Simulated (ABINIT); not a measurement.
Records of electronic-structure calculations.

```
A GW chain in ABINIT: CdS (Hawleyite)
1.0
     0.00000    2.91650    2.91650
     2.91650    0.00000    2.91650
     2.91650    2.91650    0.00000
Cd S
1 1
Direct
  0.00000 0.00000 0.00000
  0.25000 0.25000 0.25000
# method: RPA screening on PBE, plane waves, norm-conserving pseudopotentials (and 2 further levels or steps)
# program: ABINIT 10.8.3
# settings: cutoff 47 Ha, PseudoDojo scalar-relativistic 0.4.1 standard, norm-conserving, ngkpt (4, 4, 4), nband 142, ecuteps 6 Ha, inclvkb 2, shiftk (0, 0, 0), symchi 1, awtr 1, frequency ppm, 4×4×4 k-mesh
# cost: 5 runs, 67 s in all on 8 MPI ranks of AMD EPYC 9R45, shared host
# notes: The cell and positions come from the Crystallography Open Database and are kept as given unless a step says otherwise. Limits: no spin-orbit coupling. The 4×4×4 mesh is coarse for this cell, which bears on the long-range parts of exchange and screening.
# PBE gap: 1.14 eV, direct
# G0W0 gap on the mesh: 2.10 eV
# GW settings: 4×4×4 mesh, 142 bands, screening to 163.3 eV, Godby-Needs plasmon pole
# known limits: short of the basis limit; no spin-orbit coupling; coarse k mesh
```

[Long decimals in the printed logs are rounded to 6 places.]

[Logs are printed without paths, hosts, clocks, repeated set-up lines and the standing remarks that a program may print on its own settings, such as how far it seeks lower states.]

[Paths, hosts, dates, memory and timing lines, banners, echoed tables and standing remarks are left out of the program output; an Ansatz launch command may be rebuilt from the run's recorded settings. Measured values are a selection of at most five: reports struck by readers or far from the other reports are left out. None is set beside runs whose start may be inverted or whose files or cutoffs have a known fault.]

[Runs of the session that timed out or met a known fault of the program may be left out.]

[Hosts, paths, dates, database ids (printed as entryN), source tags and the programs' standing remarks are cut or masked in the printed files.]

[G0W0 gaps are taken among the corrected bands and points alone; a level outside them can change the order at an edge.]

[Where Ansatz stands beside ABINIT at settings called matched, ABINIT's density can come from a denser mesh and the files from another edition; pairs whose starting gaps differed by over 0.03 eV were left out, so agreement reads better than it is.]
